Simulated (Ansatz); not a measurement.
# Li on Ni(100): change of the work function, part 4 of 4

How does Li on the hollow site change the work function of Ni(100) as the layer fills?

Ansatz 0.2.0; plane-wave DFT, PBE, Ansatz PAW.

So far, work function, upper face (eV): step 2 (the clean slab) 4.88; step 3 (37 atoms, coverage 0.111 ML, cell 3x3) 3.49; step 4 (17 atoms, coverage 0.25 ML, cell 2x2) 2.50.

### 5. The covered slab, k-mesh 6×6×1, coverage 0.5 ML

System of this step: Li/Ni(100). The cell holds 18 atoms: 16 Ni and 2 Li. Its edges and angles: a = 4.978 Å, b = 4.978 Å, c = 25.143 Å, α = 90.0°, β = 90.0°, γ = 90.0°. Vacuum lies along c.

Another coverage, to see how the dipoles act on each other as their distance changes.

Contents of input.yaml:

```yaml
crystal:
  lattice:
    - [4.9780317396, 0.0, 0.0]
    - [0.0, 4.9780317396, 0.0]
    - [0.0, 0.0, 25.1433792852]
  atoms:
    - { symbol: Ni, position: [0.25, 0.25, 0.357947112], spin: 0.76 }
    - { symbol: Ni, position: [0.0, 0.0, 0.4279456583], spin: 0.69 }
    - { symbol: Ni, position: [0.25, 0.25, 0.4988251111], spin: 0.7 }
    - { symbol: Ni, position: [0.0, 0.0, 0.5661777379], spin: 0.76 }
    - { symbol: Ni, position: [0.25, 0.75, 0.357947112], spin: 0.76 }
    - { symbol: Ni, position: [0.0, 0.5, 0.4279456583], spin: 0.69 }
    - { symbol: Ni, position: [0.25, 0.75, 0.4988251111], spin: 0.7 }
    - { symbol: Ni, position: [0.0, 0.5, 0.5661777379], spin: 0.76 }
    - { symbol: Ni, position: [0.75, 0.25, 0.357947112], spin: 0.76 }
    - { symbol: Ni, position: [0.5, 0.0, 0.4279456583], spin: 0.69 }
    - { symbol: Ni, position: [0.75, 0.25, 0.4988251111], spin: 0.7 }
    - { symbol: Ni, position: [0.5, 0.0, 0.5661777379], spin: 0.76 }
    - { symbol: Ni, position: [0.75, 0.75, 0.357947112], spin: 0.76 }
    - { symbol: Ni, position: [0.5, 0.5, 0.4279456583], spin: 0.69 }
    - { symbol: Ni, position: [0.75, 0.75, 0.4988251111], spin: 0.7 }
    - { symbol: Ni, position: [0.5, 0.5, 0.5661777379], spin: 0.76 }
    - { symbol: Li, position: [0.25, 0.25, 0.642052888] }
    - { symbol: Li, position: [0.75, 0.75, 0.642052888] }
magnetization:
  spin_polarized: true
kpoints:
  mp_grid: { grid: [6, 6, 1] }
hamiltonian:
  xc: pbe
scf:
  occupations: { method: fermi_dirac, width: 0.1 }
  convergence: { dr2_threshold: 1.0e-08 }
efield:
  axis: 3
  dipole_correction: true
  ramp_position: 0.97
  ramp_width: 0.06
relax:
  f_tol: 0.02
  max_steps: 60
  constraints: [{ sites: [0, 1, 4, 5, 8, 9, 12, 13] }]
output:
  dos: { projected: true, e_range: [-8, 4] }
  write_potential: true
  write_density: true
  volumetric_format: npy
  elf: true
```

Command:

```bash
> ansatz run input.yaml --threads 4 --pin off --max-ram 16384MiB --backend cpu --events-out ev --progress --plain --runs-dir out
```

Numbers of over 12 decimals in the logs are rounded to 6 here.

What it wrote:

```text
[...]
Crystal: 18 atoms, lattice volume = 623.073 Å³
Basis set: ecut = 420 eV, 12217 PW (Γ), exchange–correlation on 72×72×360 points (8 copies of the dense FFT grid, shifted against one another)
Bands: 184, of which v1, the nominal top of the filled ones, is band 147 counted from 1 (146 counted from 0)
[...]
- { symbol: Ni, position: [0.75, 0.75, 0.357947] }
    - { symbol: Ni, position: [0.500000, 0.500000, 0.427946] }
    - { symbol: Ni, position: [0.75, 0.75, 0.498343] }
    - { symbol: Ni, position: [0.500000, 0.500000, 0.566943] }
    - { symbol: Li, position: [0.250000, 0.250000, 0.640031] }
    - { symbol: Li, position: [0.75, 0.75, 0.640031] }
[key lines of the parts left out:]
SCF converged after 11 iterations
Magnetization: 9.9895 μB (151.9948 up, 142.0052 down)
Free energy (F): -93840.105910 eV
Fermi energy:    2.778554 eV
Dipole field:    D = 0.100770 V/Å  (p = 0.346983 e·Å, saw-weighted, corrected)
Work function:   Φ+ = 2.3699 eV   Φ− = 4.9036 eV
```

It took 8.5 min on 4 threads of Arm Neoverse V1, shared host; peak memory 3.7 GiB.

Relaxation path:

```csv
step,energy less that of the first step (eV),largest force component (eV/Å)
1,0.0000,0.2058
2,-0.0155,0.1517
3,-0.0190,0.0471
4,-0.0193,0.0052
```

The run keeps the 16 symmetry operations that it works with, so distortions that break them were not tested.

The atoms that moved most (Å):

```csv
atom,dx,dy,dz,length
Li18,0.000,0.000,-0.051,0.051
Li17,0.000,0.000,-0.051,0.051
Ni4,0.000,0.000,0.019,0.019
Ni8,0.000,0.000,0.019,0.019
Ni16,0.000,0.000,0.019,0.019
Ni12,0.000,0.000,0.019,0.019
Ni3,0.000,0.000,-0.012,0.012
Ni15,0.000,0.000,-0.012,0.012
```

Final coordinates:

```
Ni Li
1.0
     4.97803    0.00000    0.00000
     0.00000    4.97803    0.00000
     0.00000    0.00000   25.14338
Ni Li
16 2
Direct
  0.25000 0.25000 0.35795
  0.00000 0.00000 0.42795
  0.25000 0.25000 0.49834
  0.00000 0.00000 0.56694
  0.25000 0.75000 0.35795
  0.00000 0.50000 0.42795
  0.25000 0.75000 0.49908
  0.00000 0.50000 0.56694
  0.75000 0.25000 0.35795
  0.50000 0.00000 0.42795
  0.75000 0.25000 0.49908
  0.50000 0.00000 0.56694
  0.75000 0.75000 0.35795
  0.50000 0.50000 0.42795
  0.75000 0.75000 0.49834
  0.50000 0.50000 0.56694
  0.25000 0.25000 0.64003
  0.75000 0.75000 0.64003
```

The relaxation took 4 steps and lowered the energy by 0.019 eV; the largest force on the free atoms ends at 0.0052 eV/Å.

The covered face has 2.37 eV, -2.51 eV against the clean one; the bare back face has moved by +0.02 eV, a measure of how thin the slab is.

### 6. The covered slab, k-mesh 12×12×1, coverage 1 ML

System of this step: Li/Ni(100). The cell holds 5 atoms: 4 Ni and 1 Li. Cell: a = 2.489 Å, b = 2.489 Å, c = 25.143 Å, α = 90.0°, β = 90.0°, γ = 90.0°. Vacuum lies along c.

Another coverage, to see how the dipoles act on each other as their distance changes.

input.yaml, the sections that differ from step 5:

```yaml
crystal:
  lattice:
    - [2.4890158698, 0.0, 0.0]
    - [0.0, 2.4890158698, 0.0]
    - [0.0, 0.0, 25.1433792852]
  atoms:
    - { symbol: Ni, position: [0.5, 0.5, 0.357947112], spin: 0.76 }
    - { symbol: Ni, position: [0.0, 0.0, 0.4279456583], spin: 0.69 }
    - { symbol: Ni, position: [0.5, 0.5, 0.4988251111], spin: 0.7 }
    - { symbol: Ni, position: [0.0, 0.0, 0.5661777379], spin: 0.76 }
    - { symbol: Li, position: [0.5, 0.5, 0.642052888] }
kpoints:
  mp_grid: { grid: [12, 12, 1] }
relax:
  f_tol: 0.02
  max_steps: 60
  constraints: [{ sites: [0, 1] }]
output:
  write_potential: true
  write_density: true
  volumetric_format: npy
# magnetization, hamiltonian, scf, efield: as in step 5
```

What it wrote:

```text
[...]
Crystal: 5 atoms, lattice volume = 155.768 Å³
Basis set: ecut = 420 eV, 3013 PW (Γ), exchange–correlation on 36×36×360 points (8 copies of the dense FFT grid, shifted against one another)
Bands: 47, of which v1, the nominal top of the filled ones, is band 38 counted from 1 (37 counted from 0)
[...]
F+E_penalty+E_count = -23562.53193924 eV   max|allowed force component| = 1.769e-3 eV/Å
  atoms:
    - { symbol: Ni, position: [0.500000, 0.500000, 0.357947] }
    - { symbol: Ni, position: [0.0, 0.0, 0.427946] }
    - { symbol: Ni, position: [0.500000, 0.500000, 0.498406] }
    - { symbol: Ni, position: [0, 0.0, 0.567392] }
    - { symbol: Li, position: [0.500000, 0.500000, 0.638585] }
[key lines of the parts left out:]
SCF converged after 13 iterations
Magnetization: 2.2481 μB (38.6240 up, 36.3760 down)
Free energy (F): -23562.531939 eV
Fermi energy:    2.706213 eV
Dipole field:    D = 0.058930 V/Å  (p = 0.050729 e·Å, saw-weighted, corrected)
Work function:   Φ+ = 3.4102 eV   Φ− = 4.8919 eV
```

Wall time 73 s (4 threads); peak memory 0.67 GiB; 4.7 min of CPU time.

Relaxation path:

```csv
step,energy less that of the first step (eV),largest force component (eV/Å)
1,0.0000,0.4518
2,-0.0157,0.2304
3,-0.0194,0.0471
4,-0.0196,0.0018
```

Forces are held to the 8 operations that the run works with; a distortion that breaks them can't arise in this run.

The atoms that moved most (Å):

```csv
atom,dx,dy,dz,length
Li5,0.000,0.000,-0.087,0.087
Ni4,0.000,0.000,0.031,0.031
Ni3,0.000,0.000,-0.011,0.011
```

Final coordinates:

```cif
data_structure
_symmetry_space_group_name_H-M 'P 1'
_symmetry_Int_Tables_number 1
_cell_length_a 2.4890
_cell_length_b 2.4890
_cell_length_c 25.1434
_cell_angle_alpha 90.000
_cell_angle_beta 90.000
_cell_angle_gamma 90.000
_cell_volume 155.77
loop_
_atom_site_label
_atom_site_type_symbol
_atom_site_fract_x
_atom_site_fract_y
_atom_site_fract_z
_atom_site_occupancy
Ni1 Ni 0.50000 0.50000 0.35795 1
Ni2 Ni 0.00000 0.00000 0.42795 1
Ni3 Ni 0.50000 0.50000 0.49841 1
Ni4 Ni 0.00000 0.00000 0.56739 1
Li5 Li 0.50000 0.50000 0.63859 1
```

The relaxation took 4 steps and lowered the energy by 0.020 eV; the largest force on the free atoms ends at 0.0018 eV/Å.

The covered face has 3.41 eV, -1.47 eV against the clean one; the bare back face has moved by +0.01 eV, a measure of how thin the slab is.

### 7. Work function against coverage

This step: plane-wave DFT, PBE, Ansatz PAW; work function against coverage (Ansatz 0.2.0).

The runs are now put side by side.

Numbers from this step:

| Quantity | Value |
| --- | --- |
| work function of the clean face | 4.883 eV |
| largest change of the work function | -2.513 eV |

Table of work function of the covered face by coverage:

```csv
coverage (adsorbates/nm²),work function of the covered face (eV)
0.00,4.88
1.79,3.49
4.04,2.50
8.07,2.37
16.14,3.41
```

The dipole per adsorbate comes from the change of the cell's dipole. Coverage, by row:

```csv
coverage (1/nm²),coverage (ML),work function (eV),change (eV),"dipole per adsorbate, positive end outwards (debye)",mean height of the added atoms over the highest substrate atom (Å)
1.793,0.1111,3.493,-1.39,2.074,1.897
4.035,0.25,2.496,-2.387,1.584,1.852
8.071,0.5,2.37,-2.513,0.833,1.838
16.14,1,3.41,-1.473,0.244,1.79
```

### 8. Results

| Item | Value |
| --- | --- |
| work function of the clean face | 4.88 eV |
| work function at 0.11 ML | 3.49 eV |
| work function at 0.25 ML | 2.50 eV |
| work function at 0.5 ML | 2.37 eV |
| work function at 1 ML | 3.41 eV |
| dipole per adsorbate at 0.11 ML, positive end outwards | 2.07 D |

In words: Li lowers the work function of Ni(100) at the lowest coverage, by 1.39 eV: the adsorbate layer has its positive end outwards. The dipole per adsorbate falls from 2.07 to 0.24 D as the layer fills. Neighbouring dipoles depolarise each other, and heights and bonding change with coverage too. The work function passes a minimum near 0.5 ML among the coverages run and rises again. The slab has 4 layers, at the tabulated experimental lattice constant, one starting site was run, and quantum-size effects of a slab this thin can reach one or two tenths of an eV. The magnetic order is the one reached from the typed start; other orders were not compared.

[Logs are printed without paths, hosts, clocks, repeated set-up lines and the standing remarks that a program may print on its own settings, such as how far it seeks lower states.]

[Hosts, paths, dates, database ids (printed as entryN), source tags and the programs' standing remarks are cut or masked in the printed files.]

[Maps of the electrostatic potential energy from Ansatz leave out the sawtooth potential of an applied field or a dipole correction, so their vacuum need not be flat; planar profiles and work functions include it.]
